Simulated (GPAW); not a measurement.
# CO2 (P4_2/mnm): G0W0 with GPAW, start to end

Aim: the G0W0 gap of CO2 (P4_2/mnm) on LDA, step by step.

Main program and level: GPAW 26.7.0; LDA and many-body steps on it, plane waves.

## (1) Set-up

Symmetry: P4_2/mnm, No. 136, tetragonal system. The conventional cell has a = 4.227 Å, b = 4.227 Å, c = 4.688 Å, α = 90.00°, β = 90.00°, γ = 90.00°. C has 2 O at 1.17 Å nearest. Nearest to O lie 1 C at 1.17 Å. Farther neighbours and most contacts between anions are not listed.

The cell and positions are those that the Materials Project relaxed with its own functionals (PBE, PBE+U or r2SCAN), kept fixed.

## (2) Ground state

This step: GPAW 26.7.0; DFT, LDA, plane waves, PAW.

The ground-state density comes first.

Input file run.py:

```python
import json
import numpy as np
from gpaw.mpi import world
from ase import Atoms
from gpaw import GPAW, PW, FermiDirac

atoms = Atoms(['C', 'C', 'O', 'O', 'O', 'O'],
    cell=[[4.2272127900, 0.0000000000, 0.0000000000],
      [0.0000000000, 4.2272127900, 0.0000000000],
      [0.0000000000, 0.0000000000, 4.6877715900]],
    scaled_positions=[[0.5000000000, 0.5000000000, 0.5000000000],
      [0.0000000000, 0.0000000000, 0.0000000000],
      [0.3048268600, 0.6951731400, 0.5000000000],
      [0.6951731400, 0.3048268600, 0.5000000000],
      [0.1951731400, 0.1951731400, 0.0000000000],
      [0.8048268600, 0.8048268600, 0.0000000000]],
    pbc=(True, True, True))
calc = GPAW(mode=PW(600),
    xc='LDA',
    kpts={'size': (6, 6, 6), 'gamma': True},
    occupations=FermiDirac(0.001),
    nbands=-9,
    convergence={'density': 1e-6, 'bands': -3},
    maxiter=100,
    txt='gs.txt')
atoms.calc = calc
res = {'energy': atoms.get_potential_energy()}
kpts = calc.get_ibz_k_points()
res['kpts'] = kpts
res['eigenvalues'] = [calc.get_eigenvalues(kpt=k) for k in range(len(kpts))]
res['n_electrons'] = calc.get_number_of_electrons()
calc.write('gs.gpw')

if world.rank == 0:
    with open('result.json', 'w') as f:
        json.dump(res, f, default=lambda x: x.tolist())
```

Launch:

```bash
$ mpirun -n 4 gpaw python run.py
```

Numbers of over 12 decimals in the logs are rounded to 6 here.

What it wrote:

```text
__  _  _
 | _ |_)|_||  |
 |__||  | ||/\| - 26.7.0

Input parameters:
  mode=PW(ecut=600.0),
  convergence={'density': 1e-06, 'bands': -3},
  kpts=MonkhorstPack(size=(6, 6, 6), gamma=True),
  maxiter=100,
  nbands=-9,
  occupations=Occupations(name='fermi-dirac', width=0.001, fixmagmom=False),
  xc=XC(name='LDA')
  [... matrices ...]
Diagonalizing LCAO Hamiltonian
Converting LCAO to pw mode
    .---------.
   /|         |
  / |         |
 *  |         |
 |  | O       |
 |  |  C O    |
 |  .---------.
 | /       O /
 |/ O       /
 C---------*

Atoms  # Å, Bohr magnetons
|   | symbol |        x |        y |        z |    initial magnetic moments |
| 0 |      C | 2.113606 | 2.113606 | 2.343886 | ( 0.0000,  0.0000,  0.0000) |
| 1 |      C | 0.000000 | 0.000000 | 0.000000 | ( 0.0000,  0.0000,  0.0000) |
| 2 |      O | 1.288568 | 2.938645 | 2.343886 | ( 0.0000,  0.0000,  0.0000) |
| 3 |      O | 2.938645 | 1.288568 | 2.343886 | ( 0.0000,  0.0000,  0.0000) |
| 4 |      O | 0.825038 | 0.825038 | 0.000000 | ( 0.0000,  0.0000,  0.0000) |
| 5 |      O | 3.402174 | 3.402174 | 0.000000 | ( 0.0000,  0.0000,  0.0000) |

Unit cell  # Å
| periodic |        x |        y |        z |  lengths |    angles |
|      yes | 4.227213 | 0.000000 | 0.000000 | 4.227213 | 90.000000 |
|      yes | 0.000000 | 4.227213 | 0.000000 | 4.227213 | 90.000000 |
|      yes | 0.000000 | 0.000000 | 4.687772 | 4.687772 | 90.000000 |

Number of symmetries: 8
Symmetry operations  # r_c * U_cc + t_c -> r_c
|   | kind |            matrix            |
| 0 |  E   |  1, 0, 0,  0, 1, 0,  0, 0, 1 |
| 1 |  σ   |  1, 0, 0,  0, 1, 0,  0, 0,-1 |
| 2 |  σ   |  0, 1, 0,  1, 0, 0,  0, 0, 1 |
| 3 |  C2  |  0, 1, 0,  1, 0, 0,  0, 0,-1 |
| 4 |  σ   |  0,-1, 0, -1, 0, 0,  0, 0, 1 |
| 5 |  C2  |  0,-1, 0, -1, 0, 0,  0, 0,-1 |
| 6 |  C2  | -1, 0, 0,  0,-1, 0,  0, 0, 1 |
| 7 |  i   | -1, 0, 0,  0,-1, 0,  0, 0,-1 |

BZ-sampling:
  Number of BZ points: 216
  Number of IBZ points: 52

  Monkhorst-Pack size: [6, 6, 6]
  Monkhorst-Pack shift: [0.083333, 0.083333, 0.083333]

K-points  # in reciprocal-cell coordinates
|     |                                coordinates |     weight |
|   0 | (  0.00000000,   0.00000000,   0.00000000) | 0.00462963 |
|   1 | (  0.00000000,   0.00000000,   0.16666667) | 0.00925926 |
|   2 | (  0.00000000,   0.00000000,   0.33333333) | 0.00925926 |
|   3 | (  0.00000000,   0.00000000,   0.50000000) | 0.00462963 |
|   4 | (  0.16666667,  -0.16666667,   0.00000000) | 0.00925926 |
|   5 | (  0.16666667,  -0.16666667,   0.16666667) | 0.01851852 |
|   6 | (  0.16666667,  -0.16666667,   0.33333333) | 0.01851852 |
|   7 | (  0.16666667,  -0.16666667,   0.50000000) | 0.00925926 |
|   8 | (  0.16666667,   0.00000000,   0.00000000) | 0.01851852 |
|   9 | (  0.16666667,   0.00000000,   0.16666667) | 0.03703704 |
| ... |                                            |            |
|  51 | (  0.50000000,   0.50000000,   0.50000000) | 0.00462963 |

Plane wave coefficients: 2815
Cutoff: 600.0 eV

Spin-components: 1 (collinear spins)
Bands:           25
Projectors:      30
Spin-degeneracy: 2
Datatype:        complex128

  Storage: CPU
  Wave functions: 58_552_000 bytes (14_638_000 per core)
  Projectors: 58_552_000 bytes (14_638_000 per core)
  [... matrices ...]
Parallelization:
  kpt:    4
  domain: 1
  band:   1

Density:
  Valence electrons: 32.0
  Components: 1
  Grid points: [24 24 27]
  Charge: 0.0  # |e|

Potential:
  Grid points: [24 24 27]

species:
  C:
    name:    Carbon
    Z:       6.0
    valence: 4
    core:    2
    charge:  0.0  # [|e|]
    compensation charges:
      type: gauss
      rc: 0.20  # [Å]
      lmax: 2
    cutoffs:
      filter: 1.14  # [Å]
      core: 1.14  # [Å]
    projectors
    | kind |    occ | energy [eV] | rcut [Å] |
    |   2s |  2.000 |     -13.639 |    0.635 |
    |   2p |  2.000 |      -5.414 |    0.635 |
    |    s |        |      13.573 |    0.635 |
    |    p |        |      21.797 |    0.635 |
    |    d |        |       0.000 |    0.635 |

    Using partial waves for C as LCAO basis

  O:
    name:    Oxygen
    Z:       8.0
    valence: 6
    core:    2
    charge:  0.0  # [|e|]
    compensation charges:
      type: gauss
      rc: 0.21  # [Å]
      lmax: 2
    cutoffs:
      filter: 1.17  # [Å]
      core: 0.83  # [Å]
    projectors
    | kind |    occ | energy [eV] | rcut [Å] |
    |   2s |  2.000 |     -23.752 |    0.688 |
    |   2p |  4.000 |      -9.195 |    0.598 |
    |    s |        |       3.459 |    0.688 |
    |    p |        |      18.016 |    0.598 |
    |    d |        |       0.000 |    0.619 |

    Using partial waves for O as LCAO basis

Reference energy: -10149.237349  # eV

eigensolver:
  PPCG
  Converge bands: -3
  niter=2

density mixing:
  MSR1-Mixer
  Pratt-step length: 0.05
  Maximum mixing coefficient: 0.75
  Old densities: 10
  SVD Regularization: 0.005
  Good broyden scale: 1.0
  Trust region scale: 1.0
  Backstep threshold: 4.0
  History deletion threshold: 6.0
  Fourier metric: weight=20.0, sigma=0.015

occupation numbers:
  Fermi-Dirac:
    width: 0.0010  # eV

poisson solver:
  ecut: 4800.0  # eV

xc functional:
  name: None

Initialization done in: 1.001 s

convergence criteria:
- Maximum integral of absolute [dens]ity change: 1e-06 electrons / valence electron
- Maximum [total energy] change in last 3 cyles: 0.0005 eV / valence electron
- Maximum integral of absolute [eigenst]ate change: 4e-08 eV^2 / valence electron
maximum number of iterations: 100

SCF iterations
|iter     |     time |      energy | eigst |  dens |
|iter:   1|  |  -53.747794 | +0.97 |       |
|iter:   2|  |  -53.071832 | -0.64 | -0.85 |
|iter:   3|  |  -50.813175 | -0.78 | -0.90 |
|iter:   4|  |  -50.770173 | -1.98 | -1.51 |
|iter:   5|  |  -50.761749 | -2.83 | -1.86 |
|iter:   6|  |  -50.761650c| -4.00 | -2.57 |
|iter:   7|  |  -50.761671c| -5.51 | -3.29 |
|iter:   8|  |  -50.761671c| -6.34 | -4.11 |
|iter:   9|  |  -50.761671c| -7.29 | -4.67 |
|iter:  10|  |  -50.761671c| -7.91c| -5.06 |
|iter:  11|  |  -50.761671c| -8.74c| -5.85 |
|iter:  12|  |  -50.761671c| -9.19c| -6.27c|

Converged in 12 steps
SCF loop duration: 13.456 s (1.121 s/step)
Energy contributions relative to reference atoms: (reference = -10149.237349)
  [... matrices ...]
Energy contributions:
  Kinetic:          52.738936
  Coulomb:         -58.880612
  Zero:              0.628498
  External:          0.000000
  Xc:              -45.248494
  Entropy:          -0.000000
  Spinorbit:         0.000000
  ----------------------------
  Free energy:     -50.761671
  Extrapolated:    -50.761671

dipole moment: (-8.363040, -8.363040, -35.546941)  # |e|*Ang

Fermi level: -0.181
Eigenvalues  # (at kpt = [0.000, 0.000, 0.000])
| band index |      eig [eV] | occ [0-2] |
|          0 |       -23.079 |     2.000 |
|        ... |               |           |
|          8 |        -6.871 |     2.000 |
|          9 |        -6.113 |     2.000 |
|         10 |        -6.113 |     2.000 |
|         11 |        -6.052 |     2.000 |
|         12 |        -4.039 |     2.000 |
|         13 |        -3.155 |     2.000 |
|         14 |        -3.074 |     2.000 |
|         15 |        -3.074 |     2.000 |
|         16 |         3.713 |     0.000 |
[...]
|         20 |         6.432 |     0.000 |
|         21 |         7.953 |     0.000 |
|         22 |        10.496 |     0.000 |
|         23 |        12.494 |     0.000 |
|         24 |        12.743 |     0.000 |

Gap: 6.295 eV
Transition (v -> c):
  (s=0, k=51, n=15, [0.50, 0.50, 0.50]) -> (s=0, k=0, n=16, [0.00, 0.00, 0.00])
Direct/indirect transitions are different
Direct gap: 6.787 eV
Transition at: (s=0, k=0, n=15, [0.00, 0.00, 0.00])
# Writing to gs.gpw (mode='')
  [... matrices ...]
```

Wall time 16 s (4 MPI ranks of Arm Neoverse V2, shared host); peak memory 0.75 GiB; 64 s of CPU time.

Numbers from this step:

```yaml
total_energy: -50.7617 eV
gap: 6.295 eV
k_of_the_valence_top: 0.5, 0.5, 0.5
k_of_the_conduction_bottom: 0, 0, 0
least_direct_gap: 6.787 eV
```

The gap is indirect, with the least direct gap 0.49 eV higher.

## (3) Bands along the symmetry lines

Levels along a band path, at the cheap level, show where the edges lie and whether the meshes to come will hold them.

Input file run.py:

```python
import json
import numpy as np
from gpaw.mpi import world
from gpaw import GPAW

path = [[0.000000, 0.000000, 0.000000],
    [0.000000, 0.062500, 0.000000],
    [0.000000, 0.125000, 0.000000],
    [0.000000, 0.187500, 0.000000],
    [0.000000, 0.250000, 0.000000],
    [0.000000, 0.312500, 0.000000],
    [0.000000, 0.375000, 0.000000],
    [0.000000, 0.437500, 0.000000],
    [0.000000, 0.500000, 0.000000],
    [0.062500, 0.500000, 0.000000],
    [0.125000, 0.500000, 0.000000],
    [0.187500, 0.500000, 0.000000],
    [0.250000, 0.500000, 0.000000],
    [0.312500, 0.500000, 0.000000],
    [0.375000, 0.500000, 0.000000],
    [0.437500, 0.500000, 0.000000],
    [0.500000, 0.500000, 0.000000],
    [0.437500, 0.437500, 0.000000],
    [0.375000, 0.375000, 0.000000],
    [0.312500, 0.312500, 0.000000],
    [0.250000, 0.250000, 0.000000],
    [0.187500, 0.187500, 0.000000],
    [0.125000, 0.125000, 0.000000],
    [0.062500, 0.062500, 0.000000],
    [0.000000, 0.000000, 0.000000],
    [0.000000, 0.000000, 0.062500],
    [0.000000, 0.000000, 0.125000],
    [0.000000, 0.000000, 0.187500],
    [0.000000, 0.000000, 0.250000],
    [0.000000, 0.000000, 0.312500],
    [0.000000, 0.000000, 0.375000],
    [0.000000, 0.000000, 0.437500],
    [0.000000, 0.000000, 0.500000],
    [0.000000, 0.062500, 0.500000],
    [0.000000, 0.125000, 0.500000],
    [0.000000, 0.187500, 0.500000],
    [0.000000, 0.250000, 0.500000],
    [0.000000, 0.312500, 0.500000],
    [0.000000, 0.375000, 0.500000],
    [0.000000, 0.437500, 0.500000],
    [0.000000, 0.500000, 0.500000],
    [0.062500, 0.500000, 0.500000],
    [0.125000, 0.500000, 0.500000],
    [0.187500, 0.500000, 0.500000],
    [0.250000, 0.500000, 0.500000],
    [0.312500, 0.500000, 0.500000],
    [0.375000, 0.500000, 0.500000],
    [0.437500, 0.500000, 0.500000],
    [0.500000, 0.500000, 0.500000],
    [0.437500, 0.437500, 0.500000],
    [0.375000, 0.375000, 0.500000],
    [0.312500, 0.312500, 0.500000],
    [0.250000, 0.250000, 0.500000],
    [0.187500, 0.187500, 0.500000],
    [0.125000, 0.125000, 0.500000],
    [0.062500, 0.062500, 0.500000],
    [0.000000, 0.000000, 0.500000],
    [0.000000, 0.500000, 0.000000],
    [0.000000, 0.500000, 0.062500],
    [0.000000, 0.500000, 0.125000],
    [0.000000, 0.500000, 0.187500],
    [0.000000, 0.500000, 0.250000],
    [0.000000, 0.500000, 0.312500],
    [0.000000, 0.500000, 0.375000],
    [0.000000, 0.500000, 0.437500],
    [0.000000, 0.500000, 0.500000],
    [0.500000, 0.500000, 0.000000],
    [0.500000, 0.500000, 0.062500],
    [0.500000, 0.500000, 0.125000],
    [0.500000, 0.500000, 0.187500],
    [0.500000, 0.500000, 0.250000],
    [0.500000, 0.500000, 0.312500],
    [0.500000, 0.500000, 0.375000],
    [0.500000, 0.500000, 0.437500],
    [0.500000, 0.500000, 0.500000]]
calc = GPAW('gs.gpw').fixed_density(kpts=path,
    symmetry='off',
    nbands=26,
    convergence={'bands': 22},
    txt='bands.txt')
res = {}
kpts = calc.get_ibz_k_points()
res['kpts'] = kpts
res['eigenvalues'] = [calc.get_eigenvalues(kpt=k) for k in range(len(kpts))]
res['n_electrons'] = calc.get_number_of_electrons()

if world.rank == 0:
    with open('result.json', 'w') as f:
        json.dump(res, f, default=lambda x: x.tolist())
```

Launch:

```bash
$ mpirun -n 4 gpaw python run.py
```

What it wrote:

```text
Diagonalizing LCAO Hamiltonian
Converting LCAO to pw mode
convergence criteria:
- Maximum integral of absolute [eigenst]ate change: 4e-08 eV^2 / valence electron
maximum number of iterations: 100

SCF iterations
|iter     |     time |      energy | eigst |  dens |
|iter:   1|  |             | +0.98 |       |
|iter:   2|  |             | -0.69 |       |
|iter:   3|  |             | -1.88 |       |
[...]
|iter:   7|  |             | -5.79 |       |
|iter:   8|  |             | -6.84 |       |
|iter:   9|  |             | -7.65c|       |
SCF steps: 9
  __  _  _
 | _ |_)|_||  |
 |__||  | ||/\| - 26.7.0

Input parameters:
  mode=PW(ecut=600.0),
  convergence={'bands': 22},
  gpts=array([24, 24, 27]),
  kpts=KPoints(kpts=array([[0.    , 0.    , 0.    ],
         [0.    , 0.0625, 0.    ],
         [0.    , 0.125 , 0.    ],
         [0.    , 0.1875, 0.    ],
         [0.    , 0.25  , 0.    ],
         [0.    , 0.3125, 0.    ],
         [0.    , 0.375 , 0.    ],
[...]
[0.0625, 0.5   , 0.    ],
[...]
[0.1875, 0.5   , 0.    ],
[...]
[0.3125, 0.5   , 0.    ],
[...]
[0.4375, 0.4375, 0.    ],
[...]
[0.3125, 0.3125, 0.    ],
[...]
[0.1875, 0.1875, 0.    ],
[...]
[0.    , 0.    , 0.0625],
[...]
[0.    , 0.    , 0.1875],
[...]
[0.    , 0.    , 0.3125],
[...]
[0.    , 0.3125, 0.5   ],
[...]
[0.    , 0.4375, 0.5   ],
[...]
[0.3125, 0.5   , 0.5   ],
[...]
[0.4375, 0.5   , 0.5   ],
[...]
[0.1875, 0.1875, 0.5   ],
[...]
[0.0625, 0.0625, 0.5   ],
[...]
[0.5   , 0.5   , 0.25  ],
         [0.5   , 0.5   , 0.3125],
         [0.5   , 0.5   , 0.375 ],
         [0.5   , 0.5   , 0.4375],
         [0.5   , 0.5   , 0.5   ]])),
  maxiter=100,
  nbands=26,
  occupations=Occupations(name='fermi-dirac', width=0.001, fixmagmom=False),
  parallel={},
  symmetry=Symmetry(point_group=False, time_reversal=False),
  xc=XC(name='LDA')
```

Wall time 18 s (4 MPI ranks); peak memory 0.86 GiB; 73 s of CPU time.

Numbers from this step:

```
gap                        : 6.294 eV
k of the valence top       : 0.5, 0.5, 0.4375
k of the conduction bottom : 0, 0, 0
least direct gap           : 6.787 eV
```

The gap is 6.294 eV, as in the run before at this level.

Electronic bands along the path, in eV, zero at the top of the highest filled band:

| point | band 13 | band 14 | band 15 | band 16 | band 17 | band 18 | band 19 | band 20 |
| --- | --- | --- | --- | --- | --- | --- | --- | --- |
| Γ | -1.46 | -0.57 | -0.49 | -0.49 | 6.29 | 7.36 | 7.81 | 7.81 |
| halfway | -1.07 | -0.50 | -0.49 | -0.46 | 7.04 | 7.58 | 7.90 | 7.91 |
| X | -0.55 | -0.55 | -0.50 | -0.50 | 7.99 | 7.99 | 8.10 | 8.10 |
| halfway | -0.60 | -0.60 | -0.26 | -0.26 | 8.09 | 8.09 | 8.12 | 8.12 |
| M | -0.69 | -0.69 | 0.00 | 0.00 | 8.14 | 8.14 | 8.26 | 8.26 |
| halfway | -0.71 | -0.60 | -0.50 | -0.29 | 7.66 | 7.74 | 7.86 | 8.14 |
| Γ | -1.46 | -0.57 | -0.49 | -0.49 | 6.29 | 7.36 | 7.81 | 7.81 |
| halfway | -1.34 | -0.71 | -0.49 | -0.49 | 6.73 | 7.68 | 7.88 | 7.88 |
| Z | -1.03 | -1.03 | -0.49 | -0.49 | 7.71 | 7.71 | 7.95 | 7.95 |
| halfway | -0.89 | -0.89 | -0.46 | -0.46 | 7.86 | 7.86 | 8.10 | 8.10 |
| R | -0.94 | -0.94 | -0.27 | -0.27 | 7.86 | 7.86 | 8.37 | 8.37 |
| halfway | -0.67 | -0.67 | -0.18 | -0.18 | 7.68 | 7.68 | 8.28 | 8.28 |
| A | -0.53 | -0.53 | 0.00 | 0.00 | 7.56 | 7.56 | 8.26 | 8.26 |
| halfway | -0.70 | -0.66 | -0.51 | -0.29 | 7.67 | 7.73 | 8.17 | 8.31 |
| Z | -1.03 | -1.03 | -0.49 | -0.49 | 7.71 | 7.71 | 7.95 | 7.95 |
| jump to X | -0.55 | -0.55 | -0.50 | -0.50 | 7.99 | 7.99 | 8.10 | 8.10 |
| halfway | -0.79 | -0.79 | -0.34 | -0.34 | 7.92 | 7.92 | 8.23 | 8.23 |
| R | -0.94 | -0.94 | -0.27 | -0.27 | 7.86 | 7.86 | 8.37 | 8.37 |
| jump to M | -0.69 | -0.69 | 0.00 | 0.00 | 8.14 | 8.14 | 8.26 | 8.26 |
| halfway | -0.61 | -0.61 | 0.00 | 0.00 | 7.80 | 7.80 | 8.26 | 8.26 |
| A | -0.53 | -0.53 | 0.00 | 0.00 | 7.56 | 7.56 | 8.26 | 8.26 |

## (4) Empty states on the mesh, 2×2×2 mesh, 291 bands

The sums over transitions need many empty states on a uniform mesh; this step solves for them.

Input file run.py:

```python
import json
import numpy as np
from gpaw.mpi import world
from gpaw import GPAW

calc = GPAW('gs.gpw').fixed_density(kpts={'size': (2, 2, 2), 'gamma': True},
    parallel={'domain': 1, 'band': 1},
    txt='nscf.txt')
calc.diagonalize_full_hamiltonian(nbands=291)
calc.write('full.gpw', mode='all')
res = {}
kpts = calc.get_ibz_k_points()
res['kpts'] = kpts
res['eigenvalues'] = [calc.get_eigenvalues(kpt=k) for k in range(len(kpts))]
res['n_electrons'] = calc.get_number_of_electrons()

if world.rank == 0:
    with open('result.json', 'w') as f:
        json.dump(res, f, default=lambda x: x.tolist())
```

Launch:

```bash
$ mpirun -n 4 gpaw python run.py
```

What it wrote:

```text
Diagonalizing LCAO Hamiltonian
Converting LCAO to pw mode
convergence criteria:
- Maximum integral of absolute [eigenst]ate change: 4e-08 eV^2 / valence electron
maximum number of iterations: 100

SCF iterations
|iter     |     time |      energy | eigst |  dens |
|iter:   1|  |             | +0.97 |       |
|iter:   2|  |             | -0.66 |       |
|iter:   3|  |             | -1.75 |       |
[...]
|iter:   8|  |             | -6.05 |       |
|iter:   9|  |             | -6.93 |       |
|iter:  10|  |             | -7.70c|       |
SCF steps: 10
  __  _  _
 | _ |_)|_||  |
 |__||  | ||/\| - 26.7.0

Input parameters:
  mode=PW(ecut=600.0),
  convergence={'density': 1e-06, 'bands': -3},
  gpts=array([24, 24, 27]),
  kpts=MonkhorstPack(size=(2, 2, 2), gamma=True),
  maxiter=100,
  nbands=25,
  occupations=Occupations(name='fermi-dirac', width=0.001, fixmagmom=False),
  parallel={'domain': 1, 'band': 1},
  xc=XC(name='LDA')
Matrix size: 2815x2815
# Writing to full.gpw (mode='all')
  [... matrices ...]

timing:  # [seconds]
  Total: 39.440  # ━━━━━━━━━━━━━━━━━━━━━━━━━━━━━━━━━━━━━━━━━━━━━━━━━━━━━━━━━━
```

Wall time 44 s (4 MPI ranks); peak memory 2.6 GiB; 2.9 min of CPU time.

Numbers from this step:

```yaml
gap: 6.295 eV
k_of_the_valence_top: 0.5, 0.5, 0.5
k_of_the_conduction_bottom: 0, 0, 0
least_direct_gap: 6.787 eV
k_points_computed: 6
lowest_point_of_the_top_converged_band_above_the_valence_top: 123.3537 eV
```

On this mesh the gap is 6.295 eV.

(Part 1 of 2 ends here.)

[Paths, hosts, dates, memory and timing lines, banners, echoed tables and standing remarks are left out of the program output.]

[Logs are printed without paths, hosts, clocks, repeated set-up lines and the standing remarks that a program may print on its own settings, such as how far it seeks lower states.]

[Runs of the session that timed out or met a known fault of the program may be left out.]

[Hosts, paths, dates, database ids (printed as entryN), source tags and the programs' standing remarks are cut or masked in the printed files.]
